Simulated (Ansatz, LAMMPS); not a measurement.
# Convergence of a linear-scaling basis for Ni34Al66 (at. %) with crystalline order left by the classical run (62 atoms), part 2 of 4

Wanted: errors and times of a linear-scaling basis for Ni34Al66 (at. %) with crystalline order left by the classical run (62 atoms). A setting counts as converged where the r.m.s. difference of forces stays under 1 % of the r.m.s. force.

Ansatz 0.2.0; Kohn-Sham DFT, PBE, PAW (set soft_2), plane waves.

The cell: 21 Ni and 41 Al. The quench rate of 5 K/ps is orders of magnitude faster than experiment. The starting topology of bonds comes from the classical model.

So far. Step 3 (Plane-wave single point): The r.m.s. force component of 0.58 eV/Å sets the scale for the differences below.

## (4) Support functions medium

The cell is solved in localised support functions. The level medium gives here a grid of 48×48×48 points and a radius of 3.73 Å.

This step: Kohn-Sham DFT, PBE, PAW (set soft_2), localised support functions (medium) (Ansatz 0.2.0).

The input, input.yaml:

```yaml
crystal:
  lattice:
    - [9.62399, 0.0, 0.0]
    - [0.0, 9.62399, 0.0]
    - [0.0, 0.0, 9.62399]
  atoms:
    [... the 62 atom lines of step 3 ...]
magnetization:
  spin_polarized: true
kpoints:
  mp_grid: { grid: [2, 2, 2] }
hamiltonian:
  xc: pbe
scf:
  occupations: { method: methfessel_paxton, width: 0.15 }
  eigensolver: { kind: { support_functions: { accuracy: medium } } }
  max_iter: 150
  lower_state_search: "off"
output:
  forces: true
```

Started as:

```console
ansatz run input.yaml --threads 4 --pin off --max-ram 8192MiB --backend cpu --events-out ev --progress --plain --runs-dir out
```

Standard output:

```text
Warning: scf.eigensolver.kind.support_functions: disabling space-group detection — the functions' gradient is summed over unrotated k-points, so no spatial operation reduces the k-mesh or symmetrises the density; time reversal is kept, so that k and −k are solved as one point where they differ and the mesh holds both, and exact exchange and, on two spinor components, a DFT+U term hold to it where the run has them: [...]
settings of this run that can trade accuracy for cost: scf.eigensolver.kind.support_functions [...]
no check for spin states of lower energy is made in this run (scf.lower_state_search: off)
[...]
Crystal: 62 atoms, lattice volume = 891.385 Å³
Basis set: ecut = 420 eV, 17365 PW (Γ), exchange–correlation on 144×144×144 points (8 copies of the dense FFT grid, shifted against one another)
Bands: 309, of which v1, the nominal top of the filled ones, is band 251 counted from 1 (250 counted from 0)
Symmetry: 1 space group operations
k-points: 8
[...]
Starting moments: Σ|m| = 12.6 μB on 21 of 62 sites
Other spin states: not tried
[...]
Eigensolver: Support functions (medium, 48×48×48 points, laid for a spacing of at most 0.228497 Å, radius 3.731740 Å, 1 species' potentials softened for the grid, 1 wholly corrected for its errors in the mean over positions, 2 with the egg-box correction, energy correction by stochastic trace)
[...]
SCF iter   1: F=—  HF=-144687.071009 eV  |F-HF|=—  |Δ(HF+E_count)|=         —  Δρ=1.07e-1 (↑3.95e-2 ↓1.07e-1)  dr2=2.39e2  dr2_m=1.01e1  M=1.410 μB ∫|m|=2.302 μB  β_m=0.30  ethr=1.00e-1
[...]
SCF iter   2: F=—  HF=-144698.374867 eV  |F-HF|=—  |Δ(HF+E_count)|=    1.13e1  S|Δr|=    0.00e0  Δρ=5.81e-2 (↑5.81e-2 ↓2.66e-2)  dr2=3.92e1  dr2_m=3.18e0  M=2.528 μB ∫|m|=3.738 μB  β_m=0.30  ethr=4.77e-2
[...]
SCF iter  10: F=—  HF=-144685.960568 eV  |F-HF|=—  |Δ(HF+E_count)|=   3.04e-2  S|Δr|=    0.00e0  Δρ=5.03e-3 (↑2.37e-3 ↓5.03e-3)  dr2=4.74e-2  dr2_m=1.10e-1  M=0.444 μB ∫|m|=0.933 μB  β_m=0.45  ethr=9.92e-6
[...]
SCF iter  12: F=—  HF=-144685.986267 eV  |F-HF|=—  |Δ(HF+E_count)|=   1.04e-2  S|Δr|=    0.00e0  Δρ=2.33e-3 (↑8.11e-4 ↓2.33e-3)  dr2=3.10e-2  dr2_m=1.60e-2  M=0.280 μB ∫|m|=0.616 μB  β_m=1.20  ethr=8.57e-7  κ⁻¹=2.7e-1(r=2)
[...]
SCF iter  27: F=—  HF=-144686.019409 eV  |F-HF|=—  |Δ(HF+E_count)|=   8.12e-4  S|Δr|=    0.00e0  Δρ=1.80e-6 (↑1.57e-6 ↓1.80e-6)  dr2=2.06e-8  dr2_m=1.87e-8  M=0.000 μB ∫|m|=0.001 μB  β_m=0.81  ethr=1.79e-11  κ⁻¹=2.6e-4(r=8)
SCF iter  28: F=-144686.020176 eV  HF=-144686.020176 eV  |F-HF|=1.50e-8  |Δ(HF+E_count)|=   7.67e-4  S|Δr|=    0.00e0  Δρ=1.66e-6 (↑1.66e-6 ↓1.14e-6)  dr2=3.06e-8  dr2_m=9.35e-9  M=0.000 μB ∫|m|=0.001 μB  ethr=4.12e-12
[...]
SCF 1 converged in 28 iterations: F = -144686.057153 eV  dr2 = 3.06e-8
[...]
SCF converged after 28 iterations
Magnetization: 0.0005 μB (250.5002 up, 250.4998 down)
Absolute magnetization: 0.0012 μB (∫|ρ↑−ρ↓|, with the PAW one-centre terms)
[...]
Per-site moments (μB) at R_I (Å): [(3.568294e-6, 1.018777), (1.749609e-5, 0.997643), (2.003853e-5, 0.948060), (2.407031e-6, 1.019375), (1.056614e-5, 0.972946), [...]
Free energy (F): -144686.057153 eV
[...]
Internal energy: -144686.070662 eV  (E = F + TS)
E sigma→0 (E₀):  -144686.060530 eV
Entropy (-TS):   0.013509 eV (0.218 meV/atom)
Fermi energy:    10.720261 eV
[...]
Σ components = -144686.057153   (vs F -144686.057153, Δ=0.00e0)
--- Forces (eV/Å), atoms counted from 1 ---
  atom   1  Ni    -0.45506567     0.43292333    -0.26205870
  atom   2  Ni     0.24808974     0.17657741    -0.47682657
  atom   3  Ni     0.50946668    -1.65863280    -0.53705866
  atom   4  Ni     0.01881563     0.28440788    -0.14598750
[...]
atom  62  Al     0.33916166     0.39380008     0.19324038
  max |Σ_I F_I| component: 3.17e-3 eV/Å
--- Band table (eV; the first three rows and the last of 16) ---
[...]
guard bands above this table: 46 of the run's 309 bands (output.publish_guard_bands: true publishes all)
[...]
```

Elapsed: 6.5 min, on 4 threads of Arm Neoverse V1, shared host; peak memory 3 GiB.

The program notes that the band table was not solved further than the SCF left it and it switched symmetry off.

Keys that differ from the reference: support_functions.accuracy = "medium" and scf.max_iter = 150.

Forces differ from the reference by 0.58 meV/Å r.m.s., 0.10 % of their size, well within a tolerance of 1 %; the energy by -1.2 meV/atom.

## (5) Support functions low

The level low is asked for. Here it resolves to the same grid and radius as in the run with support functions medium, so the basis is not new.

This step: Kohn-Sham DFT, PBE, PAW (set soft_2), localised support functions (low) (Ansatz 0.2.0).

input.yaml, the sections that differ from step 4:

```yaml
scf:
  occupations: { method: methfessel_paxton, width: 0.15 }
  eigensolver: { kind: { support_functions: { accuracy: low } } }
  max_iter: 150
  lower_state_search: "off"
# crystal, magnetization, kpoints, hamiltonian, output: as in step 4
```

Standard output:

```text
[...]
no check for spin states of lower energy is made in this run (scf.lower_state_search: off)
[...]
Crystal: 62 atoms, lattice volume = 891.385 Å³
Basis set: ecut = 420 eV, 17365 PW (Γ), exchange–correlation on 144×144×144 points (8 copies of the dense FFT grid, shifted against one another)
Bands: 309, of which v1, the nominal top of the filled ones, is band 251 counted from 1 (250 counted from 0)
Symmetry: 1 space group operations
k-points: 8
[...]
Starting moments: Σ|m| = 12.6 μB on 21 of 62 sites
Other spin states: not tried
[...]
Eigensolver: Support functions (low, 48×48×48 points, laid for a spacing of at most 0.228497 Å, radius 3.731740 Å, 1 species' potentials softened for the grid, 1 wholly corrected for its errors in the mean over positions, 2 with the egg-box correction, energy correction by stochastic trace)
[...]
SCF iter   1: F=—  HF=-144687.071009 eV  |F-HF|=—  |Δ(HF+E_count)|=         —  Δρ=1.07e-1 (↑3.95e-2 ↓1.07e-1)  dr2=2.39e2  dr2_m=1.01e1  M=1.410 μB ∫|m|=2.302 μB  β_m=0.30  ethr=1.00e-1
[...]
SCF iter   2: F=—  HF=-144698.374867 eV  |F-HF|=—  |Δ(HF+E_count)|=    1.13e1  S|Δr|=    0.00e0  Δρ=5.81e-2 (↑5.81e-2 ↓2.66e-2)  dr2=3.92e1  dr2_m=3.18e0  M=2.528 μB ∫|m|=3.738 μB  β_m=0.30  ethr=4.77e-2
[...]
SCF iter  10: F=—  HF=-144685.960568 eV  |F-HF|=—  |Δ(HF+E_count)|=   3.04e-2  S|Δr|=    0.00e0  Δρ=5.03e-3 (↑2.37e-3 ↓5.03e-3)  dr2=4.74e-2  dr2_m=1.10e-1  M=0.444 μB ∫|m|=0.933 μB  β_m=0.45  ethr=9.92e-6
[...]
SCF iter  12: F=—  HF=-144685.986267 eV  |F-HF|=—  |Δ(HF+E_count)|=   1.04e-2  S|Δr|=    0.00e0  Δρ=2.33e-3 (↑8.11e-4 ↓2.33e-3)  dr2=3.10e-2  dr2_m=1.60e-2  M=0.280 μB ∫|m|=0.616 μB  β_m=1.20  ethr=8.57e-7  κ⁻¹=2.7e-1(r=2)
[...]
SCF iter  23: F=—  HF=-144686.015846 eV  |F-HF|=—  |Δ(HF+E_count)|=   1.05e-3  S|Δr|=    0.00e0  Δρ=7.93e-6 (↑2.84e-6 ↓7.93e-6)  dr2=6.08e-7  dr2_m=1.28e-7  M=0.002 μB ∫|m|=0.005 μB  β_m=1.20  ethr=2.98e-10  κ⁻¹=1.3e-4(r=8)
SCF iter  24: F=-144686.016822 eV  HF=-144686.016821 eV  |F-HF|=6.26e-7  |Δ(HF+E_count)|=   9.76e-4  S|Δr|=    0.00e0  Δρ=4.55e-6 (↑2.19e-6 ↓4.55e-6)  dr2=2.34e-7  dr2_m=5.06e-8  M=0.001 μB ∫|m|=0.003 μB  ethr=1.21e-10
[...]
SCF 1 converged in 24 iterations: F = -144686.057023 eV  dr2 = 2.34e-7
[...]
SCF converged after 24 iterations
Magnetization: 0.0008 μB (250.5004 up, 250.4996 down)
Absolute magnetization: 0.0034 μB (∫|ρ↑−ρ↓|, with the PAW one-centre terms)
[...]
Per-site moments (μB) at R_I (Å): [(-5.493906e-5, 1.018777), (-6.354559e-6, 0.997643), (1.196555e-5, 0.948060), (-7.900850e-5, 1.019375), (-3.437693e-5, 0.972946), [...]
Free energy (F): -144686.057023 eV
[...]
Internal energy: -144686.070538 eV  (E = F + TS)
E sigma→0 (E₀):  -144686.060402 eV
Entropy (-TS):   0.013515 eV (0.218 meV/atom)
Fermi energy:    10.720308 eV
[...]
Σ components = -144686.057023   (vs F -144686.057023, Δ=0.00e0)
--- Forces (eV/Å), atoms counted from 1 ---
  atom   1  Ni    -0.45508239     0.43297958    -0.26194572
  atom   2  Ni     0.24798872     0.17667351    -0.47680545
  atom   3  Ni     0.50931315    -1.65856006    -0.53708399
  atom   4  Ni     0.01876223     0.28449540    -0.14607837
[...]
atom  62  Al     0.33913337     0.39383911     0.19332663
  max |Σ_I F_I| component: 3.50e-3 eV/Å
--- Band table (eV; the first three rows and the last of 16) ---
[...]
```

It took 5.6 min on 4 threads; peak memory 3 GiB.

Keys that differ from the reference: support_functions.accuracy = "low" and scf.max_iter = 150.

Forces differ from the reference by 0.64 meV/Å r.m.s., 0.11 % of their size, well within a tolerance of 1 %; the energy by -1.2 meV/atom.

## (6) Support functions medium, spacing 0.411 Å

The grid spacing sets how fine a wave the support functions can hold. The typed value is an upper bound: the grid laid has 24×24×24 points, 0.401 Å apart at most.

This step: Kohn-Sham DFT, PBE, PAW (set soft_2), localised support functions (medium) (Ansatz 0.2.0).

input.yaml, the sections that differ from step 5:

```yaml
scf:
  occupations: { method: methfessel_paxton, width: 0.15 }
  eigensolver: { kind: { support_functions: { accuracy: medium, spacing: 0.411 } } }
  max_iter: 150
  lower_state_search: "off"
# crystal, magnetization, kpoints, hamiltonian, output: as in step 5
```

Standard output:

```text
Warning: scf.eigensolver.kind.support_functions: disabling space-group detection — the functions' gradient is summed over unrotated k-points, so no spatial operation reduces the k-mesh or symmetrises the density; time reversal is kept, so that k and −k are solved as one point where they differ and the mesh holds both, and exact exchange and, on two spinor components, a DFT+U term hold to it where the run has them: [...]
settings of this run that can trade accuracy for cost: scf.eigensolver.kind.support_functions [...]
no check for spin states of lower energy is made in this run (scf.lower_state_search: off)
Engine: ansatz 0.2.0, aarch64-unknown-linux-gnu
Pseudopotentials: kind: paw
Pseudopotential: Ni, paw, valence charge 18, recommended cutoff 420 eV (normal), Ni.paw.azcp
Pseudopotential: Al, paw, valence charge 3, recommended cutoff 420 eV (normal), Al.paw.azcp
[... 5 lines on functional and potentials left out ...]
Crystal: 62 atoms, lattice volume = 891.385 Å³
Basis set: ecut = 420 eV, 17365 PW (Γ), exchange–correlation on 144×144×144 points (8 copies of the dense FFT grid, shifted against one another)
Bands: 309, of which v1, the nominal top of the filled ones, is band 251 counted from 1 (250 counted from 0)
Symmetry: 1 space group operations
k-points: 8
[... 5 lines on functional and potentials left out ...]
Initial density: superposition of atomic densities (chi_scale 0.1, normalization cell)
Starting moments: Σ|m| = 12.6 μB on 21 of 62 sites
Other spin states: not tried
Initial wavefunctions: pseudopotential atomic-orbital guess
Eigensolver: Support functions (medium, 24×24×24 points, laid for a spacing of at most 0.411000 Å, radius 3.731740 Å, 2 species' potentials softened for the grid, 1 wholly corrected for its errors in the mean over positions, 2 with the egg-box correction, energy correction by stochastic trace)
Functional: x = pbe(κ = 0.804, μ = 0.219515), c = pbe(β = 0.066725)
SCF iter   1: F=—  HF=-144608.953623 eV  |F-HF|=—  |Δ(HF+E_count)|=         —  Δρ=8.03e-2 (↑2.50e-2 ↓8.03e-2)  dr2=1.86e2  dr2_m=1.01e1  M=1.448 μB ∫|m|=2.304 μB  β_m=0.30  ethr=1.00e-1
preconditioner: auto → Kerker (q_TF=auto, 2.478 Å⁻¹)  [metal: Δε(μ)=0.010 eV  Ē_g=6.649 eV  σ=0.150 eV  W_gap=0.06  n_scr=250 (ndim 8)  ℏωp=22.7 eV  f_vac=0.000  D(μ)=22.80/eV (n_scr^D=146)]
spin=Collinear: Kerker preconditioning applied to the charge; magnetization (m = ρ↑ − ρ↓) channel mixes plain (no charge-response kernel on spin).
SCF iter   2: F=—  HF=-144631.073412 eV  |F-HF|=—  |Δ(HF+E_count)|=    2.21e1  S|Δr|=    0.00e0  Δρ=5.37e-2 (↑1.92e-2 ↓5.37e-2)  dr2=9.12e1  dr2_m=5.09e0  M=1.273 μB ∫|m|=2.258 μB  β_m=0.30  ethr=3.72e-2
Mixer restart at iter 2: flushing history
SCF iter   3: F=—  HF=-144620.979228 eV  |F-HF|=—  |Δ(HF+E_count)|=    1.01e1  S|Δr|=    0.00e0  Δρ=3.40e-2 (↑1.69e-2 ↓3.40e-2)  dr2=4.33e1  dr2_m=2.70e0  M=1.146 μB ∫|m|=2.068 μB  β_m=0.30  ethr=1.82e-2  κ⁻¹=1.0e0(r=1)
SCF iter   4: F=—  HF=-144606.715213 eV  |F-HF|=—  |Δ(HF+E_count)|=    1.43e1  S|Δr|=    0.00e0  Δρ=1.72e-2 (↑1.72e-2 ↓1.21e-2)  dr2=3.53e0  dr2_m=1.32e0  M=1.183 μB ∫|m|=2.094 μB  β_m=0.30  ethr=8.64e-3  κ⁻¹=1.3e-2(r=2)
SCF iter   5: F=—  HF=-144605.976642 eV  |F-HF|=—  |Δ(HF+E_count)|=   7.39e-1  S|Δr|=    0.00e0  Δρ=1.48e-2 (↑1.48e-2 ↓7.83e-3)  dr2=1.25e0  dr2_m=7.73e-1  M=1.000 μB ∫|m|=1.857 μB  β_m=0.30  ethr=7.04e-4  κ⁻¹=1.1e-2(r=3)
SCF iter   6: F=—  HF=-144606.226780 eV  |F-HF|=—  |Δ(HF+E_count)|=   2.50e-1  S|Δr|=    0.00e0  Δρ=1.09e-2 (↑1.09e-2 ↓5.12e-3)  dr2=4.68e-1  dr2_m=4.87e-1  M=0.830 μB ∫|m|=1.587 μB  β_m=0.30  ethr=2.49e-4  κ⁻¹=5.1e-4(r=4)
SCF iter   7: F=—  HF=-144606.186637 eV  |F-HF|=—  |Δ(HF+E_count)|=   4.01e-2  S|Δr|=    0.00e0  Δρ=6.86e-3 (↑6.10e-3 ↓6.86e-3)  dr2=6.59e-2  dr2_m=3.25e-1  M=0.656 μB ∫|m|=1.311 μB  β_m=0.30  ethr=9.34e-5  κ⁻¹=4.7e-4(r=5)
SCF iter   8: F=—  HF=-144606.148643 eV  |F-HF|=—  |Δ(HF+E_count)|=   3.80e-2  S|Δr|=    0.00e0  Δρ=6.58e-3 (↑3.78e-3 ↓6.58e-3)  dr2=4.84e-2  dr2_m=2.14e-1  M=0.529 μB ∫|m|=1.095 μB  β_m=0.42  ethr=1.32e-5
Mixer restart at iter 8: flushing history
spin-set hold released at iteration 8 (site moments contracting): the magnetisation degrees of freedom join the quasi-Newton model from the next iteration; the mixer history was flushed
SCF iter   9: F=—  HF=-144606.203833 eV  |F-HF|=—  |Δ(HF+E_count)|=   5.52e-2  S|Δr|=    0.00e0  Δρ=4.80e-3 (↑2.45e-3 ↓4.80e-3)  dr2=3.91e-2  dr2_m=1.04e-1  M=0.421 μB ∫|m|=0.908 μB  β_m=0.77  ethr=9.65e-6  κ⁻¹=1.0e0(r=1)
SCF iter  10: F=—  HF=-144606.249069 eV  |F-HF|=—  |Δ(HF+E_count)|=   4.52e-2  S|Δr|=    0.00e0  Δρ=1.29e-3 (↑1.29e-3 ↓1.26e-3)  dr2=3.85e-2  dr2_m=2.71e-3  M=0.206 μB ∫|m|=0.496 μB  β_m=0.30  ethr=7.81e-6  κ⁻¹=1.5e-1(r=2)
SCF iter  11: F=—  HF=-144606.256034 eV  |F-HF|=—  |Δ(HF+E_count)|=   6.96e-3  S|Δr|=    0.00e0  Δρ=3.10e-4 (↑3.10e-4 ↓2.97e-4)  dr2=1.88e-3  dr2_m=2.99e-4  M=0.133 μB ∫|m|=0.359 μB  β_m=0.30  ethr=7.69e-6  κ⁻¹=1.0e-2(r=3)
[...]
SCF iter  15: F=—  HF=-144606.276593 eV  |F-HF|=—  |Δ(HF+E_count)|=   2.62e-3  S|Δr|=    0.00e0  Δρ=1.38e-4 (↑1.38e-4 ↓1.24e-4)  dr2=4.28e-4  dr2_m=2.50e-5  M=-0.006 μB ∫|m|=0.021 μB  β_m=0.61  ethr=7.63e-8  κ⁻¹=6.7e-5(r=7)
SCF iter  16: F=—  HF=-144606.278765 eV  |F-HF|=—  |Δ(HF+E_count)|=   2.17e-3  S|Δr|=    0.00e0  Δρ=4.34e-5 (↑2.45e-5 ↓4.34e-5)  dr2=9.29e-6  dr2_m=7.08e-6  M=0.003 μB ∫|m|=0.013 μB  β_m=0.30  ethr=7.63e-8  κ⁻¹=1.9e-5(r=8)
SCF iter  17: F=—  HF=-144606.280638 eV  |F-HF|=—  |Δ(HF+E_count)|=   1.87e-3  S|Δr|=    0.00e0  Δρ=4.19e-5 (↑2.84e-5 ↓4.19e-5)  dr2=1.94e-5  dr2_m=1.93e-6  M=0.006 μB ∫|m|=0.015 μB  β_m=0.30  ethr=1.85e-9  κ⁻¹=1.4e-5(r=8)
SCF iter  18: F=—  HF=-144606.282336 eV  |F-HF|=—  |Δ(HF+E_count)|=   1.70e-3  S|Δr|=    0.00e0  Δρ=3.29e-5 (↑2.39e-5 ↓3.29e-5)  dr2=1.16e-5  dr2_m=1.52e-6  M=0.005 μB ∫|m|=0.011 μB  β_m=0.30  ethr=1.85e-9  κ⁻¹=1.9e-5(r=8)
```

It took 3.2 min on 4 threads; peak memory 2 GiB; 11 min of CPU time.

Residual by cycle:

cycle, log10 residual and a bar from the least value:
```
        1        2.3 ##############################
        3        1.6 ###########################
        4        0.5 #######################
        6       -0.3 ###################
        7       -1.2 ################
        9       -1.4 ###############
       10       -1.4 ###############
       12       -3.0 ########
       13       -3.4 #######
       15       -3.4 #######
       16       -5.0 
       18       -4.9
```

The run was cut off at its time limit.

After 18 cycles the residual stands at 1.2e-5.

The session had allowed this step about 3.2 min.

## (7) Support functions medium, spacing 0.343 Å

The grid spacing sets how fine a wave the support functions can hold. The typed value is an upper bound: the grid laid has 30×30×30 points, 0.321 Å apart at most.

input.yaml, the sections that differ from step 6:

```yaml
scf:
  occupations: { method: methfessel_paxton, width: 0.15 }
  eigensolver: { kind: { support_functions: { accuracy: medium, spacing: 0.343 } } }
  max_iter: 150
  lower_state_search: "off"
# crystal, magnetization, kpoints, hamiltonian, output: as in step 6
```

Standard output:

```text
[...]
no check for spin states of lower energy is made in this run (scf.lower_state_search: off)
[...]
Crystal: 62 atoms, lattice volume = 891.385 Å³
Basis set: ecut = 420 eV, 17365 PW (Γ), exchange–correlation on 144×144×144 points (8 copies of the dense FFT grid, shifted against one another)
Bands: 309, of which v1, the nominal top of the filled ones, is band 251 counted from 1 (250 counted from 0)
Symmetry: 1 space group operations
k-points: 8
[...]
Starting moments: Σ|m| = 12.6 μB on 21 of 62 sites
Other spin states: not tried
[...]
SCF iter   1: F=—  HF=-144684.252304 eV  |F-HF|=—  |Δ(HF+E_count)|=         —  Δρ=1.07e-1 (↑3.94e-2 ↓1.07e-1)  dr2=2.41e2  dr2_m=1.01e1  M=1.388 μB ∫|m|=2.287 μB  β_m=0.30  ethr=1.00e-1
[...]
SCF iter  28: F=-144686.087262 eV  HF=-144686.087262 eV  |F-HF|=6.41e-8  |Δ(HF+E_count)|=   7.36e-4  S|Δr|=    0.00e0  Δρ=1.45e-6 (↑9.83e-7 ↓1.45e-6)  dr2=1.97e-8  dr2_m=4.54e-9  M=0.000 μB ∫|m|=0.001 μB  ethr=6.96e-12
[...]
SCF 1 converged in 28 iterations: F = -144686.122991 eV  dr2 = 1.97e-8
[...]
SCF converged after 28 iterations
Magnetization: 0.0004 μB (250.5002 up, 250.4998 down)
Absolute magnetization: 0.0011 μB (∫|ρ↑−ρ↓|, with the PAW one-centre terms)
[...]
Per-site moments (μB) at R_I (Å): [(1.785410e-6, 1.018777), (1.421483e-5, 0.997643), (1.415934e-5, 0.948060), (-6.915887e-6, 1.019375), (4.354251e-6, 0.972946), [...]
Free energy (F): -144686.122991 eV
[...]
Internal energy: -144686.136397 eV  (E = F + TS)
E sigma→0 (E₀):  -144686.126343 eV
Entropy (-TS):   0.013406 eV (0.216 meV/atom)
Fermi energy:    10.716946 eV
[...]
--- Forces (eV/Å), atoms counted from 1 ---
  atom   1  Ni    -0.45051626     0.41461105    -0.25012416
  atom   2  Ni     0.24001013     0.16033096    -0.47807364
  atom   3  Ni     0.48695973    -1.63714886    -0.53200356
  atom   4  Ni     0.02820188     0.27885819    -0.15220600
  atom   5  Ni    -0.36826524    -0.66111729    -0.52880579
  atom   6  Ni    -0.58196440     0.39780413    -0.02708456
  atom   7  Ni    -0.85773422     0.04529991     0.23357424
  atom   8  Ni     0.40364613     1.07581247     0.04942694
  atom   9  Ni     1.03916626     0.30163406    -0.61178401
  atom  10  Ni     1.50457238    -0.25496505     1.32046296
  atom  11  Ni    -0.42799739     1.26572154    -0.14562609
  atom  12  Ni    -0.17852841    -0.79918546     0.20030843
  atom  13  Ni     0.71376944    -0.73238727    -0.58576844
  atom  14  Ni    -0.54181688    -0.01158936     0.08895778
[...]
atom  61  Al    -0.63655219    -1.08253148     0.54934752
  atom  62  Al     0.33799122     0.39245805     0.19248948
  max |Σ_I F_I| component: 4.46e-2 eV/Å
--- Band table (eV; the first three rows and the last of 16) ---
[...]
```

Run time: 4.7 min. Hardware: 4 threads; peak memory 2.1 GiB.

The program notes that the grid leaves an egg-box force.

Forces differ from the reference by 9.0 meV/Å r.m.s., 1.5 % of their size, over a tolerance of 1 %; the energy by -2.3 meV/atom. The setting is coarser than the default on purpose.

(Continued in part 3 of 4.)

[Long decimals in the printed logs are rounded to 6 places.]

[Logs are printed without paths, hosts, clocks, repeated set-up lines and the standing remarks that a program may print on its own settings, such as how far it seeks lower states.]

[Hosts, paths, dates, database ids (printed as entryN), source tags and the programs' standing remarks are cut or masked in the printed files.]
